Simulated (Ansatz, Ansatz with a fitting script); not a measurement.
Planning a run of Ansatz 0.2.0 on WSe2 (P-3m1). The input:

```yaml
crystal:
  lattice:
    - [3.299646204, 0.0, 0.0]
    - [-1.649823102, 2.8575774362, 0.0]
    - [0.0, 0.0, 23.8910930899]
  atoms:
    - { symbol: W, position: [0.6666666667, 0.3333333333, 0.1377794507] }
    - { symbol: W, position: [0.3333333333, 0.6666666667, 0.8622205493] }
    - { symbol: Se, position: [0.3333333333, 0.6666666667, 0.2074562482] }
    - { symbol: Se, position: [0.6666666667, 0.3333333333, 0.9319578585] }
    - { symbol: Se, position: [0.3333333333, 0.6666666667, 0.0680421415] }
    - { symbol: Se, position: [0.6666666667, 0.3333333333, 0.7925437518] }
kpoints:
  mp_grid: { grid: [12, 12, 2] }
hamiltonian:
  xc: r2scan
  pseudopotentials: { kind: paw, source: ansatz }
  dispersion: d4
scf:
  occupations: { method: fixed }
  n_extra_bands: 6
  convergence: { dr2_threshold: 1.0e-09 }
output:
  eigenvalues: true
  forces: true
  stress: true
```

```sh
ansatz run input.yaml --threads 8 --pin off --max-ram 18432MiB --backend cpu --events-out ev --progress --plain --runs-dir out
```

Estimate wall time and host memory on 8 threads of Arm Neoverse V2, shared host.

It took 32 s; on shared hardware allow 16 s to 65 s. Peak host memory was 5.1 GiB. The sizes that set the cost: 14935 plane waves a state, 38 irreducible k points and 13 SCF cycles.

[Paths, hosts, dates, memory and timing lines, banners, echoed tables and standing remarks are left out of the program output.]

[Logs are printed without paths, hosts, clocks, repeated set-up lines and the standing remarks that a program may print on its own settings, such as how far it seeks lower states.]

[Runs of the session that timed out or met a known fault of the program may be left out.]

[Hosts, paths, dates, database ids (printed as entryN), source tags and the programs' standing remarks are cut or masked in the printed files.]
